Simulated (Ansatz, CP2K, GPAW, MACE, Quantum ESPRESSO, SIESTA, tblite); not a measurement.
# What went wrong? CP2K on amorphous Si (76 atoms)

Program: CP2K 2026.2, a calculation on a cell of 76 Si, 20.1 Å³ an atom.

File input.inp:

```
&GLOBAL
  PROJECT cell
  RUN_TYPE ENERGY_FORCE
  PRINT_LEVEL LOW
&END GLOBAL
&FORCE_EVAL
  METHOD QS
  STRESS_TENSOR ANALYTICAL
  &DFT
    BASIS_SET_FILE_NAME BASIS_MOLOPT
    POTENTIAL_FILE_NAME GTH_POTENTIALS
    &MGRID
      CUTOFF 350
      REL_CUTOFF 50
    &END MGRID
    &QUICKSTEP
      EPS_DEFAULT 1.0E-12
    &END QS
    &SCF
      SCF_GUESS ATOMIC
      EPS_SCF 1.0E-06
      MAX_SCF 60
      ADDED_MOS 34
      &DIAGONALIZATION
        ALGORITHM STANDARD
      &END DIAGONALIZATION
      &SMEAR ON
        METHOD FERMI_DIRAC
        ELECTRONIC_TEMPERATURE [K] 580
      &END SMEAR
      &MIXING
        METHOD BROYDEN_MIXING
        ALPHA 0.15
        NBROYDEN 8
      &END MIXING
      &PRINT
        &RESTART OFF
        &END RESTART
      &END PRINT
    &END SCF
    &XC
      &XC_FUNCTIONAL PBE
      &END XC_FUNCTIONAL
    &END XC
    &PRINT
      &MULLIKEN ON
      &END MULLIKEN
      &LOWDIN ON
      &END LOWDIN
      &MO ON
        EIGENVALUES T
        OCCUPATION_NUMBERS T
        MO_INDEX_RANGE 141 164
        &EACH
          QS_SCF 0
        &END EACH
        ADD_LAST NUMERIC
      &END MO
    &END PRINT
  &END DFT
  &SUBSYS
    &CELL
      A 11.52060 0.00000 0.00000
      B 0.00000 11.52060 0.00000
      C 0.00000 0.00000 11.52060
    &END CELL
    &COORD
      SCALED
      Si 0.95701 0.28468 0.06126
      Si 0.64647 0.35974 0.10614
      Si 0.06832 0.06670 0.21606
      Si 0.29154 0.29325 0.07318
      Si 0.89395 0.31908 0.57108
      Si 0.69630 0.04936 0.04485
      Si 0.69014 0.29873 0.57404
      Si 0.49667 0.78593 0.74783
      Si 0.20752 0.58920 0.29692
      Si 0.21545 0.80556 0.58602
[... 62 atom lines left out ...]
      Si 0.01614 0.13989 0.52414
      Si 0.20650 0.13338 0.58376
      Si 0.67665 0.80963 0.62567
      Si 0.74718 0.62255 0.31320
    &END COORD
    &KIND Si
      BASIS_SET DZVP-MOLOPT-SR-GTH-q4
      POTENTIAL GTH-PBE-q4
    &END KIND
  &END SUBSYS
  &PRINT
    &FORCES ON
    &END FORCES
    &STRESS_TENSOR ON
    &END STRESS_TENSOR
  &END PRINT
&END FORCE_EVAL
```

The run is started by

```bash
$ OMP_NUM_THREADS=2 cp2k.psmp -i input.inp > output.txt
```

What it wrote:

```text
Possible matches for unknown subsection
 QUICKSTEP
   keyword UKS in section %__ROOT__%FORCE_EVAL%DFT score:  104
   keyword MULTIP in section %__ROOT__%FORCE_EVAL%DFT score:  104
   keyword ROKS in section %__ROOT__%FORCE_EVAL%DFT score:  103
   enum MULLIKEN in section %__ROOT__%FORCE_EVAL%DFT for keyword PLUS_U_METHOD score:  103
   keyword SUBCELLS in section %__ROOT__%FORCE_EVAL%DFT score:  103
 *   ___                                                                       *
 *  /   \                                                                      *
 * [ABORT]                                                                     *
 *  \___/               unknown subsection QUICKSTEP of section DFT            *
 *    |                                                                        *
 *  O/|                                                                        *
 * /| |                                                                        *
```

It took 0.7 s on 2 threads of Arm Neoverse V2, shared host; peak memory 0.14 GiB; 0.7 s of CPU time.

Banners, paths, timers and routine set-up lines are dropped from the logs unmarked, and long logs keep their key lines alone; longer cuts are marked.

**Question.** Which part of the input is at fault, and how is it mended?

A misspelt keyword: &QS written as &QUICKSTEP. Mend: write &QS in place of &QUICKSTEP.

The program stopped at the start.

[Also dropped from logs without a mark: logging warnings of Python, and SIESTA's first energy breakdown and zero terms.]

[Logs are printed without paths, hosts, clocks, repeated set-up lines and the standing remarks that a program may print on its own settings, such as how far it seeks lower states.]

[Hosts, paths, dates, database ids (printed as entryN), source tags and the programs' standing remarks are cut or masked in the printed files.]
